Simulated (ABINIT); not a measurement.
# WSe2 (P6_3/mmc): G0W0 with ABINIT, start to end

Aim: the G0W0 gap of WSe2 (P6_3/mmc) on PBE, step by step.

Main program and level: ABINIT 10.8.3; PBE and many-body steps on it, plane waves.

The database entry behind the starting cell differs from later determinations by our own check (a about 0.2 % long), so it need not match the best structure at ambient conditions.

## (1) The starting structure

It takes space group P6_3/mmc (No. 194, hexagonal). Conventional cell: a = 3.290 Å, b = 3.290 Å, c = 12.970 Å, α = 90.00°, β = 90.00°, γ = 120.00°. W has 6 Se at 2.53 Å nearest. Se has 3 W at 2.53 Å nearest. Farther neighbours and most contacts between anions are not listed.

As a file:

```cif
data_structure
_symmetry_space_group_name_H-M 'P 1'
_symmetry_Int_Tables_number 1
_cell_length_a 3.2900
_cell_length_b 3.2900
_cell_length_c 12.9700
_cell_angle_alpha 90.000
_cell_angle_beta 90.000
_cell_angle_gamma 120.000
_cell_volume 121.58
loop_
_atom_site_label
_atom_site_type_symbol
_atom_site_fract_x
_atom_site_fract_y
_atom_site_fract_z
_atom_site_occupancy
W1 W 0.33333 0.66667 0.25000 1
W2 W 0.66667 0.33333 0.75000 1
Se3 Se 0.33333 0.66667 0.62100 1
Se4 Se 0.66667 0.33333 0.12100 1
Se5 Se 0.33333 0.66667 0.87900 1
Se6 Se 0.66667 0.33333 0.37900 1
```

The cell and positions come from the Crystallography Open Database and are kept as given unless a step says otherwise. Spin-orbit coupling is left out unless a step names it.

## (2) Ground state

This step: ABINIT 10.8.3; DFT, PBE, plane waves, norm-conserving pseudopotentials.

The ground-state density comes first.

The input, run.abi:

```
acell 3*1.0 Angstrom
rprim 
  3.290000000028 -0.000000000007 0.000000000000
  -1.645000000008 2.849223578479 0.000000000000
  0.000000000000 0.000000000000 12.970000000000
ntypat 2
znucl 74 34
natom 6
typat 1 1 2 2 2 2
xred 
  0.333333333333 0.666666666667 0.250000000000
  0.666666666667 0.333333333333 0.750000000000
  0.333333333333 0.666666666667 0.621000000000
  0.666666666667 0.333333333333 0.121000000000
  0.333333333333 0.666666666667 0.879000000000
  0.666666666667 0.333333333333 0.379000000000
pp_dirpath "pseudos"
pseudos "W.upf, Se.upf"
ecut 58
ngkpt 6 6 2
nshiftk 1
shiftk 0 0 0
kptopt 1
chksymbreak 0
nband 69
occopt 1
tolvrs 1e-08
nstep 60
prtwf 0
optforces 0
optstress 0
indata_prefix "in"
outdata_prefix "out"
tmpdata_prefix "tmp"
```

On the command line:

```bash
OMP_NUM_THREADS=1 mpirun -n 4 abinit run.abi > log
```

Numbers of over 12 decimals in the logs are rounded to 6 here.

The program printed:

```text
.Version 10.8.3 of ABINIT. v10.8.2 released Aug 2026.

 Symmetries : space group P6_3/m m c (#194); Bravais hP (primitive hexag.)
================================================================================
 Values of the parameters that define the memory need of the present run
     intxc =       0    ionmov =       0      iscf =       7    lmnmax =       8
     lnmax =       8     mgfft =     180  mpssoang =       4    mqgrid =    8403
     natom =       6  nloc_mem =       1    nspden =       1   nspinor =       1
    nsppol =       1      nsym =      24    n1xccc =    2501    ntypat =       2
    occopt =       1   xclevel =       2
-    mband =          69        mffmem =           1         mkmem =           4
       mpw =       17347          nfft =      364500          nkpt =          14
================================================================================
  Rough estimation (10% accuracy) of disk space for files :
================================================================================

--------------------------------------------------------------------------------
------------- Echo of variables that govern the present computation ------------
--------------------------------------------------------------------------------
 -outvars: echo values of preprocessed input variables --------
            acell      1.8897261259E+00  1.8897261259E+00  1.8897261259E+00 Bohr

      chksymbreak           0
             ecut      5.80000000E+01 Hartree
-          fftalg         312

              ixc     -101130
              kpt      0.00000000E+00  0.00000000E+00  0.00000000E+00
                       1.66666667E-01  0.00000000E+00  0.00000000E+00
                       3.33333333E-01  0.00000000E+00  0.00000000E+00
                       5.00000000E-01  0.00000000E+00  0.00000000E+00
                       1.66666667E-01  1.66666667E-01  0.00000000E+00
                       3.33333333E-01  1.66666667E-01  0.00000000E+00
                       3.33333333E-01  3.33333333E-01  0.00000000E+00
                       0.00000000E+00  0.00000000E+00  5.00000000E-01
                       1.66666667E-01  0.00000000E+00  5.00000000E-01
                       3.33333333E-01  0.00000000E+00  5.00000000E-01
                       5.00000000E-01  0.00000000E+00  5.00000000E-01
[...]
kptrlatt        6    0    0      0    6    0      0    0    2
          kptrlen      3.73031937E+01
P           mkmem           4
            natom           6
            nband          69
            ngfft          45      45     180
             nkpt          14
            nstep          60
             nsym          24
           ntypat           2
              occ      2.000000  2.000000  2.000000  2.000000  2.000000  2.000000
                       2.000000  2.000000  2.000000  2.000000  2.000000  2.000000
                       2.000000  2.000000  2.000000  2.000000  2.000000  2.000000
                       2.000000  2.000000  2.000000  2.000000  2.000000  2.000000
                       2.000000  2.000000  2.000000  2.000000  2.000000  2.000000
                       2.000000  2.000000  2.000000  2.000000  2.000000  2.000000
                       2.000000  2.000000  2.000000  2.000000  2.000000  2.000000
                       2.000000  2.000000  2.000000  2.000000  2.000000  2.000000
                       2.000000  2.000000  2.000000  2.000000  2.000000  2.000000
                       2.000000  2.000000  2.000000  2.000000  2.000000  2.000000
                       2.000000  2.000000  0.000000  0.000000  0.000000  0.000000
[...]
optforces           0
        optstress           0
            prtwf           0
            rprim      3.2900000000E+00 -7.0000000000E-12  0.0000000000E+00
[...]
spgroup         194

           tolvrs      1.00000000E-08

             xred      3.3333333333E-01  6.6666666667E-01  2.5000000000E-01
[...]
znucl       74.00000   34.00000

================================================================================

 chkinp: Checking input parameters for consistency.

================================================================================
== DATASET  1 ==================================================================
-   mpi_nproc: 4, omp_nthreads: 1 (-1 if OMP is not activated)

--- !DatasetInfo
iteration_state: {dtset: 1, }
dimensions: {natom: 6, nkpt: 14, mband: 69, nsppol: 1, nspinor: 1, nspden: 1, mpw: 17347, }
cutoff_energies: {ecut:  58.0, pawecutdg:  -1.0, }
electrons: {nelect:   1.24000000E+02, charge:   0.00000000E+00, occopt:   1.00000000E+00, tsmear:   1.00000000E-02, }

 Real(R)+Recip(G) space primitive vectors, cartesian coordinates (Bohr,Bohr^-1):
 R(1)=  6.2171990  0.0000000  0.0000000  G(1)=  0.1608441  0.0928634  0.0000000
 R(2)= -3.1085995  5.3842522  0.0000000  G(2)=  0.0000000  0.1857268  0.0000000
 R(3)=  0.0000000  0.0000000 24.5097479  G(3)=  0.0000000  0.0000000  0.0408001
 Unit cell volume ucvol=  8.2046301E+02 bohr^3
 Angles (23,13,12)=  9.00000000E+01  9.00000000E+01  1.20000000E+02 degrees

 getcut: wavevector=  0.0000  0.0000  0.0000  ngfft=  45  45 180
         ecut(hartree)=     58.000   => boxcut(ratio)=   2.06433

--- Pseudopotential description ------------------------------------------------
[...]
--- l  ekb(1:nproj) -->
[...]
pspatm: atomic psp has been read  and splines computed

- Se Generated using ONCVPSP code by D. R. Hamann
- 34.00000  24.00000  171031                  znucl, zion, pspdat
12 -101130 2 -1 1214                          pspcod,pspxc,lmax,lloc,mmax
     nproj     2     2     2     0
  pspatm : epsatm=   25.39064422
         --- l  ekb(1:nproj) -->
[...]
pspatm: atomic psp has been read  and splines computed

   1.54971935E+04                                ecore*ucvol(ha*bohr**3)
--------------------------------------------------------------------------------

_setup2: Arith. and geom. avg. npw (full set) are   17307.181   17307.168

================================================================================

--- !BeginCycle
iteration_state: {dtset: 1, }
solver: {iscf: 7, nstep: 60, nline: 4, wfoptalg: 0, }
tolerances: {tolvrs: 1.00E-08, }

     iter   Etot(hartree)      deltaE(h)  residm     vres2
 ETOT  1  -1496.3491171612    -1.496E+03 2.895E+00 8.091E+02
 ETOT  2  -1504.7322363773    -8.383E+00 4.312E-02 1.665E+03
 ETOT  3  -1504.8550623619    -1.228E-01 6.662E-02 4.677E+02
 ETOT  4  -1504.8631270722    -8.065E-03 4.072E-02 2.266E+02
 ETOT  5  -1504.8748602754    -1.173E-02 5.548E-03 8.238E+00
 ETOT  6  -1504.8754248780    -5.646E-04 8.120E-03 1.199E+00
 ETOT  7  -1504.8754485021    -2.362E-05 2.026E-03 3.856E-02
 ETOT  8  -1504.8754502186    -1.717E-06 1.292E-03 1.505E-03
 ETOT  9  -1504.8754503410    -1.224E-07 1.665E-03 1.180E-05
 ETOT 10  -1504.8754503418    -7.358E-10 4.759E-03 2.650E-06
 ETOT 11  -1504.8754503419    -1.469E-10 1.889E-03 4.529E-08
 ETOT 12  -1504.8754503418     1.176E-10 3.605E-03 7.446E-09

 At SCF step   12       vres2   =  7.45E-09 < tolvrs=  1.00E-08 =>converged.

--- !ResultsGS
iteration_state: {dtset: 1, }
comment   : Summary of ground state results
lattice_vectors:
- [  6.2171990,  -0.0000000,   0.0000000, ]
- [ -3.1085995,   5.3842522,   0.0000000, ]
- [  0.0000000,   0.0000000,  24.5097479, ]
lattice_lengths: [   6.21720,    6.21720,   24.50975, ]
lattice_angles: [ 90.000,  90.000, 120.000, ] # degrees, (23, 13, 12)
lattice_volume:   8.2046301E+02
convergence: {deltae:  1.176E-10, res2:  7.446E-09, residm:  3.605E-03, diffor:  0.000E+00, }
etotal    :  -1.50487545E+03
entropy   :   0.00000000E+00
fermie    :   3.61147283E-01
cartesian_stress_tensor: null
pressure_GPa: null
xred      :
- [  3.3333E-01,   6.6667E-01,   2.5000E-01,  W]
- [  6.6667E-01,   3.3333E-01,   7.5000E-01,  W]
- [  3.3333E-01,   6.6667E-01,   6.2100E-01, Se]
- [  6.6667E-01,   3.3333E-01,   1.2100E-01, Se]
- [  3.3333E-01,   6.6667E-01,   8.7900E-01, Se]
- [  6.6667E-01,   3.3333E-01,   3.7900E-01, Se]
cartesian_forces: null
force_length_stats: {min: null, max: null, mean: null, }

 Integrated electronic density in atomic spheres:
 ------------------------------------------------
 Atom  Sphere_radius  Integrated_density
[...]
================================================================================

 ----iterations are completed or convergence reached----

 Mean square residual over all n,k,spin=   66.756E-07; max=  36.048E-04
 reduced coordinates (array xred) for    6 atoms
[...]
0.666666666667      0.333333333333      0.750000000000
       0.333333333333      0.666666666667      0.621000000000
       0.666666666667      0.333333333333      0.121000000000
       0.333333333333      0.666666666667      0.879000000000
       0.666666666667      0.333333333333      0.379000000000
 rms dE/dt=  0.0000E+00; max dE/dt=  0.0000E+00; dE/dt below (all hartree)
    1       0.000000000000      0.000000000000      0.000000000000
    2       0.000000000000      0.000000000000      0.000000000000
    3       0.000000000000      0.000000000000      0.000000000000
    4       0.000000000000      0.000000000000      0.000000000000
    5       0.000000000000      0.000000000000      0.000000000000
    6       0.000000000000      0.000000000000      0.000000000000

 cartesian coordinates (angstrom) at end:
    1      4e-12     1.899482     3.242500
    2      1.645000     0.949741     9.727500
    3      4e-12     1.899482     8.054370
    4      1.645000     0.949741     1.569370
    5      4e-12     1.899482    11.400630
    6      1.645000     0.949741     4.915630
 length scales=  1.889726125908  1.889726125908  1.889726125908 bohr
              =  1.000000000000  1.000000000000  1.000000000000 angstroms
 prteigrs : about to open file out_EIG
 Fermi (or HOMO) energy (hartree) =   0.36115   Average Vxc (hartree)=  -0.41983
 Eigenvalues (hartree) for nkpt=  14  k points:
 kpt#   1, nband= 69, wtk=  0.01389, kpt=  0.0000  0.0000  0.0000 (reduced coord)
  -7.29039   -7.29039   -7.29039   -7.29039   -5.06693   -5.06693   -5.06693   -5.06693
  -5.06693   -5.06693   -5.06693   -5.06693   -5.06548   -5.06548   -5.06548   -5.06548
  -2.37091   -2.37091   -1.39916   -1.39916   -1.39916   -1.39916   -1.39914   -1.39914
  -1.39913   -1.39913   -1.39792   -1.39792   -1.39791   -1.39791   -1.39788   -1.39788
  -1.39787   -1.39787   -1.39745   -1.39744   -1.39737   -1.39736   -1.05694   -1.05694
  -1.05194   -1.05194   -1.05194   -1.05194   -0.20054   -0.19132   -0.15729   -0.14185
   0.09886    0.13946    0.22806    0.26311    0.26311    0.26375    0.26375    0.30412
   0.30412    0.30615    0.30615    0.32068    0.32183    0.36115    0.45820    0.45846
   0.46005    0.46121    0.46151    0.46584    0.46920
 prteigrs : prtvol=0 or 1, do not print more k-points.

--- !EnergyTerms
iteration_state     : {dtset: 1, }
comment             : Components of total free energy in Hartree
kinetic             :  6.25794027482691E+02
hartree             :  5.72117172781043E+02
xc                  : -1.48629641281263E+02
Ewald energy        : -7.08466026466593E+02
psp_core            :  1.88883512588344E+01
local_psp           : -1.54329264058837E+03
non_local_psp       : -3.21286693528143E+02
total_energy        : -1.50487545034180E+03
total_energy_eV     : -4.09497471313454E+04
band_energy         : -2.52458523383586E+02

== END DATASET(S) ==============================================================
================================================================================

 -outvars: echo values of variables after computation  --------
           etotal     -1.5048754503E+03
            nband          69
             nkpt          14
          spgroup         194
 [... the other variables as echoed above ...]

 Calculation completed.
```

Elapsed: 5.9 min, on 4 MPI ranks of Arm Neoverse V1, shared host; peak memory 0.85 GiB.

Numbers from this step:

* total energy: -40949.7471 eV
* gap: 0.9782 eV
* k of the valence top: 0, 0, 0
* k of the conduction bottom: 0.1667, 0.1667, 0
* least direct gap: 1.524 eV

The gap is indirect, with the least direct gap 0.55 eV higher.

## (3) Empty states on the mesh, 3×3×1 mesh, 159 bands

The sums over transitions need many empty states on a uniform mesh; this step solves for them.

run.abi, as its differences from that of step 2:

```diff
@@ -19,3 +19,3 @@
 ecut 58
-ngkpt 6 6 2
+ngkpt 3 3 1
 nshiftk 1
@@ -24,9 +24,10 @@
 chksymbreak 0
-nband 69
-occopt 1
-tolvrs 1e-08
+iscf -2
+irdden 1
+istwfk *1
+nband 159
+nbdbuf 14
+tolwfr 1e-09
 nstep 60
-prtwf 0
-optforces 0
-optstress 0
+prtvol 0
 indata_prefix "in"
```

On the command line:

```bash
OMP_NUM_THREADS=1 mpirun -n 3 abinit run.abi > log
```

The program printed:

```text
.Version 10.8.3 of ABINIT. v10.8.2 released Aug 2026.

 Symmetries : space group P6_3/m m c (#194); Bravais hP (primitive hexag.)
[... echo of the input left out ...]
== DATASET  1 ==================================================================
-   mpi_nproc: 3, omp_nthreads: 1 (-1 if OMP is not activated)

--- !DatasetInfo
iteration_state: {dtset: 1, }
dimensions: {natom: 6, nkpt: 3, mband: 159, nsppol: 1, nspinor: 1, nspden: 1, mpw: 17365, }
cutoff_energies: {ecut:  58.0, pawecutdg:  -1.0, }
electrons: {nelect:   1.24000000E+02, charge:   0.00000000E+00, occopt:   1.00000000E+00, tsmear:   1.00000000E-02, }

 Real(R)+Recip(G) space primitive vectors, cartesian coordinates (Bohr,Bohr^-1):
 R(1)=  6.2171990  0.0000000  0.0000000  G(1)=  0.1608441  0.0928634  0.0000000
 R(2)= -3.1085995  5.3842522  0.0000000  G(2)=  0.0000000  0.1857268  0.0000000
 R(3)=  0.0000000  0.0000000 24.5097479  G(3)=  0.0000000  0.0000000  0.0408001
 Unit cell volume ucvol=  8.2046301E+02 bohr^3
 Angles (23,13,12)=  9.00000000E+01  9.00000000E+01  1.20000000E+02 degrees

 getcut: wavevector=  0.0000  0.0000  0.0000  ngfft=  45  45 180
         ecut(hartree)=     58.000   => boxcut(ratio)=   2.06433

--- Pseudopotential description ------------------------------------------------
- W Generated using ONCVPSP code by D. R. Hamann
- 74.00000  14.00000  171031                  znucl, zion, pspdat
12 -101130 3 -1 1396                          pspcod,pspxc,lmax,lloc,mmax
     nproj     2     2     2     2
  pspatm : epsatm=   11.70739509
         --- l  ekb(1:nproj) -->
             0   12.992056    1.844411
             1    9.080024    1.409692
             2    4.470007    0.514403
[...]
pspatm: atomic psp has been read  and splines computed

- Se Generated using ONCVPSP code by D. R. Hamann
- 34.00000  24.00000  171031                  znucl, zion, pspdat
12 -101130 2 -1 1214                          pspcod,pspxc,lmax,lloc,mmax
     nproj     2     2     2     0
  pspatm : epsatm=   25.39064422
         --- l  ekb(1:nproj) -->
[...]
pspatm: atomic psp has been read  and splines computed

--------------------------------------------------------------------------------

================================================================================
 prteigrs : about to open file out_EIG
 Non-SCF case, kpt    1 (  0.00000  0.00000  0.00000), residuals and eigenvalues=
  7.19E-10  6.66E-10  7.35E-10  7.44E-10  2.78E-10  3.02E-10  3.10E-10  2.57E-10
  3.05E-10  2.72E-10  2.33E-10  2.10E-10  2.84E-10  2.33E-10  3.04E-10  3.08E-10
  2.74E-10  2.70E-10  6.35E-10  5.51E-10  4.78E-10  8.81E-10  9.17E-10  5.13E-10
[...]
9.23E-07  2.91E-06  2.29E-06  6.64E-05  2.34E-04  5.57E-05  3.26E-04
 -7.2904E+00 -7.2904E+00 -7.2904E+00 -7.2904E+00 -5.0669E+00 -5.0669E+00
 -5.0669E+00 -5.0669E+00 -5.0669E+00 -5.0669E+00 -5.0669E+00 -5.0669E+00
 -5.0655E+00 -5.0655E+00 -5.0655E+00 -5.0655E+00 -2.3709E+00 -2.3709E+00
[...]
1.8418E+00  1.8637E+00  1.8648E+00  1.8677E+00  1.8738E+00  1.8805E+00
  1.8830E+00  1.8830E+00  1.8912E+00  1.8912E+00  1.9052E+00  1.9245E+00
[...]
prteigrs : prtvol=0 or 1, do not print more k-points.

--- !ResultsGS
iteration_state: {dtset: 1, }
comment   : Summary of ground state results
lattice_vectors:
- [  6.2171990,  -0.0000000,   0.0000000, ]
- [ -3.1085995,   5.3842522,   0.0000000, ]
- [  0.0000000,   0.0000000,  24.5097479, ]
lattice_lengths: [   6.21720,    6.21720,   24.50975, ]
lattice_angles: [ 90.000,  90.000, 120.000, ] # degrees, (23, 13, 12)
lattice_volume:   8.2046301E+02
convergence: {deltae:  0.000E+00, res2:  0.000E+00, residm:  9.921E-10, diffor:  0.000E+00, }
etotal    :  -1.50487545E+03
entropy   :   0.00000000E+00
fermie    :   3.61147283E-01
cartesian_stress_tensor: null
pressure_GPa: null
xred      :
- [  3.3333E-01,   6.6667E-01,   2.5000E-01,  W]
- [  6.6667E-01,   3.3333E-01,   7.5000E-01,  W]
- [  3.3333E-01,   6.6667E-01,   6.2100E-01, Se]
- [  6.6667E-01,   3.3333E-01,   1.2100E-01, Se]
- [  3.3333E-01,   6.6667E-01,   8.7900E-01, Se]
- [  6.6667E-01,   3.3333E-01,   3.7900E-01, Se]
cartesian_forces: null
force_length_stats: {min: null, max: null, mean: null, }

 Integrated electronic density in atomic spheres:
 ------------------------------------------------
 Atom  Sphere_radius  Integrated_density
[...]
================================================================================

 ----iterations are completed or convergence reached----

 Mean square residual over all n,k,spin=   42.199E-11; max=  99.207E-11
 reduced coordinates (array xred) for    6 atoms
[...]
0.333333333333      0.666666666667      0.879000000000
       0.666666666667      0.333333333333      0.379000000000

 cartesian coordinates (angstrom) at end:
    1      4e-12     1.899482     3.242500
    2      1.645000     0.949741     9.727500
    3      4e-12     1.899482     8.054370
    4      1.645000     0.949741     1.569370
    5      4e-12     1.899482    11.400630
    6      1.645000     0.949741     4.915630
 length scales=  1.889726125908  1.889726125908  1.889726125908 bohr
              =  1.000000000000  1.000000000000  1.000000000000 angstroms
 prteigrs : about to open file out_EIG
 Eigenvalues (hartree) for nkpt=   3  k points:
 kpt#   1, nband=159, wtk=  0.11111, kpt=  0.0000  0.0000  0.0000 (reduced coord)
[...]
1.66031    1.66309    1.72697    1.72697    1.75421    1.75421    1.76927    1.84179
   1.84179    1.86368    1.86476    1.86769    1.87383    1.88050    1.88303    1.88303
   1.89123    1.89123    1.90518    1.92452    1.92466    1.93284    1.93300
 prteigrs : prtvol=0 or 1, do not print more k-points.

== END DATASET(S) ==============================================================
================================================================================

 -outvars: echo values of variables after computation  --------
            nband         159
             nkpt           3
          spgroup         194
 [... the other variables as echoed above ...]

 Calculation completed.
```

Elapsed: 2.9 min, on 3 MPI ranks; peak memory 0.47 GiB; 8.6 min of CPU time.

This step gave:

| Item | Value |
| --- | --- |
| gap | 1.330 eV |
| k of the valence top | 0, 0, 0 |
| k of the conduction bottom | 0.3333, 0.3333, 0 |
| least direct gap | 1.524 eV |
| k points computed | 3 |
| lowest point of the top converged band, above the valence top | 35.87 eV |

On this mesh the gap is 1.330 eV. The earlier step found 0.978 eV, so this mesh misses an edge.

(Continued in part 2 of 2.)

[Paths, hosts, dates, memory and timing lines, banners, echoed tables and standing remarks are left out of the program output.]

[Logs are printed without paths, hosts, clocks, repeated set-up lines and the standing remarks that a program may print on its own settings, such as how far it seeks lower states.]

[Runs of the session that timed out or met a known fault of the program may be left out.]

[Hosts, paths, dates, database ids (printed as entryN), source tags and the programs' standing remarks are cut or masked in the printed files.]

[G0W0 gaps are taken among the corrected bands and points alone; a level outside them can change the order at an edge.]

[Where Ansatz stands beside ABINIT at settings called matched, ABINIT's density can come from a denser mesh and the files from another edition; pairs whose starting gaps differed by over 0.03 eV were left out, so agreement reads better than it is.]
